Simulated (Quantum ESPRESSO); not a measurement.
# LiF (Griceite): phonons by linear response, part 2 of 3

Wanted: phonon bands, density of states and zone-centre response of LiF (Griceite).

Quantum ESPRESSO 7.5; DFT LDA, scalar-relativistic, plane waves, PseudoDojo norm-conserving pseudopotentials.

So far. Step 2 (A first look): A gap of 8.9 eV opens on this mesh, so the crystal is taken as an insulator; the start stands at -6.7 GPa. Step 4 (Self-consistent run for the response): The cell stands at -0.016 GPa, close enough for phonons. The relaxed cell has a = 3.905 Å (conventional setting).

## 5. Phonons on a q mesh

Linear response treats each wavevector in the unit cell, with no supercell; the 4×4×4 mesh fixes the range of the force constants to be had.

Input file ph.in:

```
phonons
&inputph
   prefix = 'x'
   outdir = './tmp'
   fildyn = 'x.dyn'
   tr2_ph = 1.0d-18
   epsil = .true.
   ldisp = .true.
   nq1 = 4
   nq2 = 4
   nq3 = 4
/
```

The run is started by

```
> OMP_NUM_THREADS=1 mpirun -n 4 ph.x -nk 4 -in ph.in > ph.out
```

Numbers of over 12 decimals in the logs are rounded to 6 here.

The log of the run:

```text
[banners, grids, parts of the stress and lines that vanish by symmetry left out]
[banner, memory and clock lines left out]
Program PHONON v.7.5

[...]
Exchange-correlation= PW
                           (   1   4   0   0   0   0   0)
[...]
(   8 q-points):
[...]
kinetic-energy cut-off    =      84.0000  Ry
     charge density cut-off    =     336.0000  Ry
     convergence threshold     =      1.0E-18
[...]
Exchange-correlation= PW
                           (   1   4   0   0   0   0   0)
[...]
q = (   0.0000000   0.0000000   0.0000000 )
     49 Sym.Ops. (with q -> -q+G )
     G cutoff =  231.7291  (  10417 G-vectors)     FFT grid: ( 32, 32, 32)
     number of k points=    29
[...]
Mode symmetry, O_h (m-3m)  point group:
[...]
Dielectric constant
[...]
End of electric fields calculation
          Dielectric constant in cartesian axis
          (       2.113504055       0.000000000      -0.000000000 )
          (       0.000000000       2.113504055       0.000000000 )
          (      -0.000000000      -0.000000000       2.113504055 )
          Effective charges (d Force / dE) in cartesian axis without acoustic sum rule applied (asr)
           atom    1  Li    Mean Z*:        1.04182
      Ex  (        1.04182       -0.00000       -0.00000 )
      Ey  (       -0.00000        1.04182        0.00000 )
      Ez  (       -0.00000        0.00000        1.04182 )
           atom    2  F     Mean Z*:       -1.04144
      Ex  (       -1.04144       -0.00000       -0.00000 )
      Ey  (       -0.00000       -1.04144       -0.00000 )
      Ez  (       -0.00000       -0.00000       -1.04144 )
          Effective charges Sum: Mean:        0.00038
[...]
Effective charges (d Force / dE) in cartesian axis with asr applied:
           atom    1  Li    Mean Z*:        1.04163
[...]
atom    2  F     Mean Z*:       -1.04163
[...]
Representation #   1 modes #   1   2   3
[...]
End of self-consistent calculation
     Convergence has been achieved
     Representation #   2 modes #   4   5   6
[...]
End of self-consistent calculation
     Convergence has been achieved
[...]
Dielectric constant in cartesian axis
          (       2.113504055       0.000000000      -0.000000000 )
          (       0.000000000       2.113504055       0.000000000 )
          (      -0.000000000      -0.000000000       2.113504055 )
          Effective charges (d Force / dE) in cartesian axis without acoustic sum rule applied (asr)
           atom    1  Li    Mean Z*:        1.04182
      Ex  (        1.04182       -0.00000       -0.00000 )
      Ey  (       -0.00000        1.04182        0.00000 )
      Ez  (       -0.00000        0.00000        1.04182 )
           atom    2  F     Mean Z*:       -1.04144
      Ex  (       -1.04144       -0.00000       -0.00000 )
      Ey  (       -0.00000       -1.04144       -0.00000 )
      Ez  (       -0.00000       -0.00000       -1.04144 )
          Effective charges Sum: Mean:        0.00038
[...]
Effective charges (d Force / dE) in cartesian axis with asr applied:
           atom    1  Li    Mean Z*:        1.04163
[...]
atom    2  F     Mean Z*:       -1.04163
[...]
Effective charges (d P / du) in cartesian axis
[...]
q = (    0.000000000   0.000000000   0.000000000 )
[...]
freq (    1) =       0.099473 [THz] =       3.318055 [cm-1]
     freq (    2) =       0.099473 [THz] =       3.318055 [cm-1]
     freq (    3) =       0.099473 [THz] =       3.318055 [cm-1]
     freq (    4) =      10.278650 [THz] =     342.858847 [cm-1]
     freq (    5) =      10.278650 [THz] =     342.858847 [cm-1]
     freq (    6) =      10.278650 [THz] =     342.858847 [cm-1]
[...]
Mode symmetry, O_h (m-3m)  point group:
     freq (   1-   3) =          3.3  [cm-1]   --> T_1u G_15  G_4- I
     freq (   4-   6) =        342.9  [cm-1]   --> T_1u G_15  G_4- I
[...]
Mode symmetry, C_3v (3m)   point group:
[...]
Representation #   1 mode #   1
[...]
End of self-consistent calculation
     Convergence has been achieved
     Representation #   2 mode #   2
[...]
End of self-consistent calculation
     Convergence has been achieved
     Representation #   3 modes #   3   4
[...]
Convergence has been achieved
     Representation #   4 modes #   5   6
[...]
Convergence has been achieved
[...]
q = (   -0.176776695   0.176776695  -0.176776695 )
[...]
freq (    1) =       4.646009 [THz] =     154.974190 [cm-1]
     freq (    2) =       4.646009 [THz] =     154.974190 [cm-1]
     freq (    3) =       8.076882 [THz] =     269.415785 [cm-1]
     freq (    4) =      10.086311 [THz] =     336.443125 [cm-1]
     freq (    5) =      10.086311 [THz] =     336.443125 [cm-1]
     freq (    6) =      19.627531 [THz] =     654.703948 [cm-1]
[...]
Mode symmetry, C_3v (3m)   point group:
     freq (   1-   2) =        155.0  [cm-1]   --> E    L_3
     freq (   3-   3) =        269.4  [cm-1]   --> A_1  L_1
     freq (   4-   5) =        336.4  [cm-1]   --> E    L_3
     freq (   6-   6) =        654.7  [cm-1]   --> A_1  L_1
[...]
Mode symmetry, D_3d (-3m)  point group:
[...]
Representation #   1 mode #   1
[...]
Convergence has been achieved
     Representation #   2 modes #   2   3
[...]
Convergence has been achieved
     Representation #   3 mode #   4
[...]
Convergence has been achieved
     Representation #   4 modes #   5   6
[...]
Convergence has been achieved
[...]
q = (    0.353553391  -0.353553391   0.353553391 )
[...]
freq (    1) =       6.962732 [THz] =     232.251750 [cm-1]
     freq (    2) =       6.962732 [THz] =     232.251750 [cm-1]
[...]
Mode symmetry, D_3d (-3m)  point group:
     freq (   1-   2) =        232.3  [cm-1]   --> E_g  L_3
     freq (   3-   4) =        319.9  [cm-1]   --> E_u  L_3'
     freq (   5-   5) =        398.7  [cm-1]   --> A_1g L_1
     freq (   6-   6) =        627.5  [cm-1]   --> A_2u L_2'
[...]
Mode symmetry, C_4v (4mm)  point group:
[...]
Convergence has been achieved
[...]
Convergence has been achieved
[...]
Convergence has been achieved
[...]
Convergence has been achieved
[...]
q = (    0.000000000   0.353553391   0.000000000 )
[...]
Mode symmetry, C_4v (4mm)  point group:
     freq (   1-   2) =        183.3  [cm-1]   --> E    G_5 D_5
     freq (   3-   3) =        280.3  [cm-1]   --> A_1  G_1 D_1
     freq (   4-   5) =        361.4  [cm-1]   --> E    G_5 D_5
     freq (   6-   6) =        580.9  [cm-1]   --> A_1  G_1 D_1
[...]
Mode symmetry, C_s (m)     point group:
[...]
q = (    0.530330086  -0.176776695   0.530330086 )
[...]
Mode symmetry, C_s (m)     point group:
     freq (   1-   1) =        241.6  [cm-1]   --> A''
     freq (   2-   2) =        289.3  [cm-1]   --> A'
     freq (   3-   3) =        352.5  [cm-1]   --> A''
     freq (   4-   4) =        361.2  [cm-1]   --> A'
     freq (   5-   5) =        382.9  [cm-1]   --> A'
     freq (   6-   6) =        531.3  [cm-1]   --> A'
[...]
Mode symmetry, C_2v (mm2)  point group:
[...]
q = (    0.353553391   0.000000000   0.353553391 )
[...]
Mode symmetry, C_2v (mm2)  point group:
     freq (   1-   1) =        227.8  [cm-1]   --> B_1  D_3  S_3
     freq (   2-   2) =        278.1  [cm-1]   --> B_2  D_4  S_4
     freq (   3-   3) =        322.8  [cm-1]   --> B_1  D_3  S_3
     freq (   4-   4) =        339.0  [cm-1]   --> A_1  D_1  S_1
     freq (   5-   5) =        392.5  [cm-1]   --> B_2  D_4  S_4
     freq (   6-   6) =        568.9  [cm-1]   --> A_1  D_1  S_1
[...]
Mode symmetry, D_4h(4/mmm) point group:
[...]
Convergence has been achieved
[...]
Convergence has been achieved
[...]
Convergence has been achieved
[...]
Convergence has been achieved
[...]
q = (    0.000000000  -0.707106781   0.000000000 )
[...]
freq (    5) =      11.387444 [THz] =     379.844255 [cm-1]
     freq (    6) =      14.537484 [THz] =     484.918275 [cm-1]
[...]
Mode symmetry, D_4h(4/mmm) point group:
     freq (   1-   2) =        253.0  [cm-1]   --> E_u  X_5' M_5'
     freq (   3-   3) =        376.7  [cm-1]   --> A_2u X_4' M_4'
     freq (   4-   5) =        379.8  [cm-1]   --> E_u  X_5' M_5'
     freq (   6-   6) =        484.9  [cm-1]   --> A_2u X_4' M_4'
[...]
Mode symmetry, D_2d (-42m) point group:
[...]
Representation #   1 mode #   1
[...]
Convergence has been achieved
     Representation #   2 mode #   2
[...]
Convergence has been achieved
     Representation #   3 modes #   3   4
[...]
End of self-consistent calculation
     Convergence has been achieved
     Representation #   4 modes #   5   6
[...]
End of self-consistent calculation
     Convergence has been achieved
[...]
q = (   -0.353553391  -0.707106781   0.000000000 )
[...]
freq (    1) =       8.708870 [THz] =     290.496621 [cm-1]
     freq (    2) =      10.011393 [THz] =     333.944112 [cm-1]
     freq (    3) =      10.011393 [THz] =     333.944112 [cm-1]
     freq (    4) =      11.971121 [THz] =     399.313626 [cm-1]
     freq (    5) =      12.843952 [THz] =     428.428139 [cm-1]
     freq (    6) =      12.843952 [THz] =     428.428139 [cm-1]
[...]
Mode symmetry, D_2d (-42m) point group:
     freq (   1-   1) =        290.5  [cm-1]   --> A_1  X_1  W_1
     freq (   2-   3) =        333.9  [cm-1]   --> E    X_5  W_3
     freq (   4-   4) =        399.3  [cm-1]   --> B_2  X_3  W_2
     freq (   5-   6) =        428.4  [cm-1]   --> E    X_5  W_3
```

It took 5.2 min on 4 MPI ranks of Arm Neoverse V1, shared host; 21 min of CPU time.

Read from the output:

```
miss of the charge sum rule                                        : 3.80e-4 e
largest acoustic frequency at the zone centre before the sum rule  : 3.32 cm⁻¹
highest optical zone-centre mode (no LO-TO term)                   : 342.9 cm⁻¹
lowest optical zone-centre mode                                    : 342.9 cm⁻¹
mean high-frequency dielectric constant                            : 2.114
largest Born charge in size (third of the trace)                   : 1.042 e
lowest mode on the q mesh (acoustic ones at the zone centre apart) : 155.0 cm⁻¹
```

Frequencies (cm⁻¹) at each irreducible wavevector; negative means imaginary. Frequencies by wavevector:

```csv
q (fractions),star,mode 1,mode 2,mode 3,mode 4,mode 5,mode 6
0 0 0,1,3.32,3.32,3.32,342.9,342.9,342.9
0 0 0.25,8,155,155,269.4,336.4,336.4,654.7
0 0 -0.5,4,232.2,232.2,319.9,319.9,398.7,627.5
0 0.25 0.25,6,183.3,183.3,280.3,361.4,361.4,580.9
0 0.25 -0.5,24,241.6,289.3,352.5,361.2,382.9,531.2
0 0.25 -0.25,12,227.8,278.1,322.8,339,392.5,568.9
0 -0.5 -0.5,3,253,253,376.8,379.8,379.8,484.9
0.25 -0.5 -0.25,6,290.5,333.9,333.9,399.3,428.4,428.4
```

Born charge (rows field, columns displacement), before the sum rule (e), principal values of the symmetric part by kind of site:

```csv
atom,atoms with these values,low,middle,high,mean
Li1,1,1.04,1.04,1.04,1.04
F2,1,-1.04,-1.04,-1.04,-1.04
```

In full for F2:

```
-1.04  0.00  0.00
 0.00 -1.04  0.00
 0.00  0.00 -1.04
```

High-frequency dielectric tensor:

```
2.11 0.00 0.00
0.00 2.11 0.00
0.00 0.00 2.11
```

The acoustic modes at Γ come out as far as 3.3 cm⁻¹ from zero, where they should vanish, a small numerical error; the Born charges miss their sum rule by 3.8e-4 e, which is good.

## 6. Force constants in real space

The dynamical matrices of the mesh are Fourier-transformed to force constants in real space, after the long-range dipole part is taken out.

Input file q2r.in:

```
&input
   fildyn = 'x.dyn'
   zasr = 'simple'
   flfrc = 'x.fc'
/
```

The run is started by

```
> q2r.x < q2r.in > q2r.out
```

The log of the run:

```text
[banners, grids, parts of the stress and lines that vanish by symmetry left out]
[banner, memory and clock lines left out]
Program Q2R v.7.5

  reading grid info from file x.dyn0

  reading force constants from file x.dyn1
 macroscopic fields = T
   2.11350   0.00000  -0.00000
   0.00000   2.11350  -0.00000
[...]
na=            1
[...]
na=            2
[...]
-0.00000  -1.04144  -0.00000
  -0.00000  -0.00000  -1.04144
  alpha Ewald:   0.689670
  nqs=            1
 q=   0.00000000  0.00000000  0.00000000
  reading force constants from file x.dyn2
  alpha Ewald:   0.689670
  nqs=            8
 q=  -0.17677670  0.17677670 -0.17677670
[...]
reading force constants from file x.dyn7
  alpha Ewald:   0.689670
  nqs=            3
[...]
reading force constants from file x.dyn8
  alpha Ewald:   0.689670
  nqs=            6
[...]
q=  -0.70710678 -0.35355339 -0.00000000
 q=   0.00000000 -0.35355339 -0.70710678

      q-space grid ok, #points =   64

      fft-check warning: sum of imaginary terms = 3.729007E-09
```

It took 0.48 s on 1 thread.

## 7. Interpolated phonon bands

From the force constants any wavevector is cheap; points of the mesh come back as solved, but for the sum rule and, in polar crystals, the LO-TO term at Γ; the rest is interpolation.

Input file matdyn.in:

```
&input
   asr = 'simple'
   flfrc = 'x.fc'
   flfrq = 'x.freq'
   flvec = 'x.modes'
   q_in_band_form = .true.
   q_in_cryst_coord = .true.
/
8
  0.0000000   0.0000000   0.0000000  12  ! GAMMA
 -0.0000000   0.5000000   0.5000000  12  ! X
 -0.0000000   0.6250000   0.3750000   1  ! U
 -0.3750000   0.3750000  -0.0000000  12  ! K
  0.0000000   0.0000000   0.0000000  12  ! GAMMA
 -0.0000000   0.5000000  -0.0000000  12  ! L
 -0.2500000   0.5000000   0.2500000  12  ! W
 -0.0000000   0.5000000   0.5000000   1  ! X
```

The run is started by

```
> matdyn.x -in matdyn.in > matdyn.out
```

The log of the run:

```text
[banner, memory and clock lines left out]
Program MATDYN v.7.5

 mass for atomic type   1 not given; uses mass from file x.fc
 mass for atomic type   2 not given; uses mass from file x.fc
```

The job ended after 0.49 s (1 thread).

This step gave:

| Property | Result |
| --- | --- |
| lowest frequency on the path | 0 cm⁻¹ |

Matdyn.x, sum rule simple. Phonon branches along the path, in cm⁻¹:

```csv
point,branch 1,branch 2,branch 3,branch 4,branch 5,branch 6
Γ,0,0,0,343,343,672
halfway,183,183,280,361,361,581
X,253,253,377,380,380,485
halfway,254,278,372,374,398,477
U,254,326,355,359,446,453
jump to K,254,326,355,359,446,453
halfway,185,216,292,320,375,617
Γ,0,0,0,343,343,672
halfway,155,155,269,336,336,655
L,232,232,320,320,399,628
halfway,252,288,342,376,378,546
W,290,334,334,399,428,428
halfway,272,282,366,390,393,469
X,253,253,377,380,380,485
```

The phonon branches as a text plot (rows in cm⁻¹):

```
    658 |****                     ************
    630 |    *                  **            ******
    602 |     *                *                    *
    574 |      *              *                      *
    546 |       *            *                        *
    518 |        **         *
    490 |          *****  **                           **      **
    462 |               **                               *  ***
    434 |                ****                            ***
    406 |              **    **                  ****  ** ****
    378 |        ********      ***              *    ** **    ***
    350 |**********      ******   *********** **    ****** ***
    322 |       *        *  ********         ********* ******
    294 |      *        *    *  *            *        *  *****
    266 |            *******  *  *          *        * **    ****
    238 |     *   ***       ****           *     ******
    210 |    *  **             ** *            **
    182 |      *                ** *      *  **
    154 |   * *                  **      *  *
    126 |    *                    * *      *
     98 |  **                      *    * *
     70 |  *                        *** **
     42 | *                          **
     14 |*                             *
         Γ           X  U|K            Γ         L        W     X
```

All branches are real along the path.

## 8. Sums over the zone

Sums over the zone need many more wavevectors than were solved, so the interpolation is sampled on a dense mesh.

Input file matdyn.in:

```
&input
   asr = 'simple'
   flfrc = 'x.fc'
   dos = .true.
   fldos = 'x.dos'
   nk1 = 20
   nk2 = 20
   nk3 = 20
   deltaE = 1.0
/
```

The run is started by

```
> matdyn.x -in matdyn.in > matdyn.out
```

The log of the run:

```text
[banner, memory and clock lines left out]
Program MATDYN v.7.5

 mass for atomic type   1 not given; uses mass from file x.fc
 mass for atomic type   2 not given; uses mass from file x.fc
```

Wall time 13 s (1 thread).

Numbers from this step:

| Property | Result |
| --- | --- |
| share of modes beyond 3i cm⁻¹ on the dense interpolated mesh | 0 |
| zero-point energy per atom | 64.93 meV |
| heat capacity at 300 K | 19.66 J/(mol atoms K) |
| vibrational entropy at 300 K | 16.41 J/(mol atoms K) |

The phonon density of states has structure finer than the step of the table below, so its rows give means over 20 cm⁻¹, whole bins alone (the curve runs from 0 to 672 cm⁻¹). Peaks (cm⁻¹: height): total 256.0: 0.0276, 364.0: 0.0524; F 256.0: 0.0253, 364.0: 0.0252; Li 364.0: 0.0272, 484.0: 0.00631.

Tetrahedra. The phonon density of states by wavenumber; means over each step; values in 1/cm⁻¹/cell:

```csv
wavenumber (cm⁻¹),total,F,Li
20,1.8e-5,1.3e-5,4.0e-6
40,1.4e-4,9.9e-5,3.5e-5
60,3.7e-4,2.7e-4,9.6e-5
80,7.0e-4,5.2e-4,1.8e-4
100,0.00119,8.9e-4,2.9e-4
120,0.00182,0.00138,4.4e-4
140,0.00267,0.00206,6.2e-4
160,0.00382,0.00299,8.3e-4
180,0.00542,0.00434,0.00108
200,0.00780,0.00645,0.00136
220,0.0123,0.0107,0.00163
240,0.0216,0.0197,0.00184
260,0.0218,0.0200,0.00177
280,0.0128,0.0118,9.6e-4
300,0.0104,0.00950,8.9e-4
320,0.0199,0.00980,0.0101
340,0.0363,0.0123,0.0240
360,0.0462,0.0221,0.0241
380,0.0274,0.00916,0.0182
400,0.0111,0.00152,0.00957
420,0.00572,1.1e-4,0.00560
440,0.00105,5.0e-6,0.00104
460,0.00262,1.9e-5,0.00260
480,0.00559,1.2e-4,0.00547
500,0.00502,2.0e-4,0.00483
520,0.00483,2.7e-4,0.00457
540,0.00488,3.3e-4,0.00454
560,0.00500,4.1e-4,0.00459
580,0.00515,4.9e-4,0.00466
600,0.00533,5.7e-4,0.00476
620,0.00542,6.7e-4,0.00475
640,0.00376,6.9e-4,0.00307
660,0.00200,4.7e-4,0.00152
```

Harmonic thermodynamic functions per atom, summed over the density of states scaled to three modes an atom; melting is ignored. Thermodynamic functions:

```csv
T (K),F_vib (meV/atom),S (J/mol-atom/K),C_V (J/mol-atom/K)
0,64.93,0,0
50,64.91,0.21,0.762
100,64.41,2.051,5.68
200,58.69,9.275,15.26
300,45.29,16.41,19.66
400,25.08,22.39,21.72
500,-0.77,27.36,22.79
600,-31.37,31.57,23.41
700,-66.02,35.22,23.8
800,-104.2,38.41,24.06
900,-145.5,41.26,24.24
1000,-189.6,43.82,24.37
```

At 300 K the heat capacity has reached 79 % of the Dulong-Petit value.

## 9. Modes with the sum rule

A rigid shift of the crystal must cost nothing, but grids and finite bases break this; the acoustic sum rule is imposed before the matrix is diagonalised again. With Born charges the intensities follow, and the static dielectric tensor.

Input file dynmat.in:

```
&input
   fildyn = 'x.dyn1'
   asr = 'simple'
   fileig = 'dynmat.eig'
   lperm = .true.
/
```

The run is started by

```
> dynmat.x -in dynmat.in > dynmat.out
```

The log of the run:

```text
[banner, memory and clock lines left out]
Program DYNMAT v.7.5

     Reading Dynamical Matrix from file x.dyn1
     ...Force constants read
     ...epsilon and Z* read
     A direction for q was not specified:TO-LO splitting will be absent

     Polarizability (A^3 units)
     multiply by 0.729305 for Clausius-Mossotti correction
         1.319083    0.000000   -0.000000
         0.000000    1.319083   -0.000000
        -0.000000    0.000000    1.319083

     IR activities are in (D/A)^2/amu units

# mode   [cm-1]    [THz]      IR
    1      0.00    0.0000    0.0000
    2      0.00    0.0000    0.0000
    3      0.00    0.0000    0.0000
    4    342.86   10.2785    4.9245
    5    342.86   10.2785    4.9245
    6    342.86   10.2785    4.9245

Electronic dielectric permittivity tensor (relative, adimensional)
         2.113504    0.000000   -0.000000
         0.000000    2.113504   -0.000000
        -0.000000    0.000000    2.113504

 ... with zone-center polar mode contributions
         8.115624   -0.000000    0.000000
        -0.000000    8.115624    0.000000
         0.000000    0.000000    8.115624
```

It took 0.44 s on 1 thread.

Numbers from this step:

```yaml
mean_static_dielectric_constant: 8.116
```

Unit eigenvectors of the mass-weighted matrix after the sum rule; no LO-TO term. The modes at Γ (shares of kinetic energy by element, %):

```csv
mode,frequency (cm⁻¹),symmetry,Li %,F %
1,0.0,acoustic,27,73
2,0.0,acoustic,27,73
3,0.0,acoustic,27,73
4,342.9,T1u,73,27
5,342.9,T1u,73,27
6,342.9,T1u,73,27
```

Displacements in mode 6 (342.9 cm⁻¹), the largest set to 1:
```
Li1  0.00  0.00  1.00
F2   0.00  0.00 -0.37
```

Degenerate modes summed, no LO-TO term. Infrared lines, with heights relative to the strongest:

```csv
position (cm⁻¹),lines merged,label,"IR intensity, relative"
343,3,T1u,100
```

Static dielectric tensor (ions relaxed, fixed cell):

```
8.12 0.00 0.00
0.00 8.12 0.00
0.00 0.00 8.12
```

The rule moves no optical mode by more than 0.1 cm⁻¹.

[end of part 2 of 3]

[Host names and launcher messages were left out of these logs when they were recorded.]

[Logs are printed without paths, hosts, clocks, repeated set-up lines and the standing remarks that a program may print on its own settings, such as how far it seeks lower states.]

[Hosts, paths, dates, database ids (printed as entryN), source tags and the programs' standing remarks are cut or masked in the printed files.]
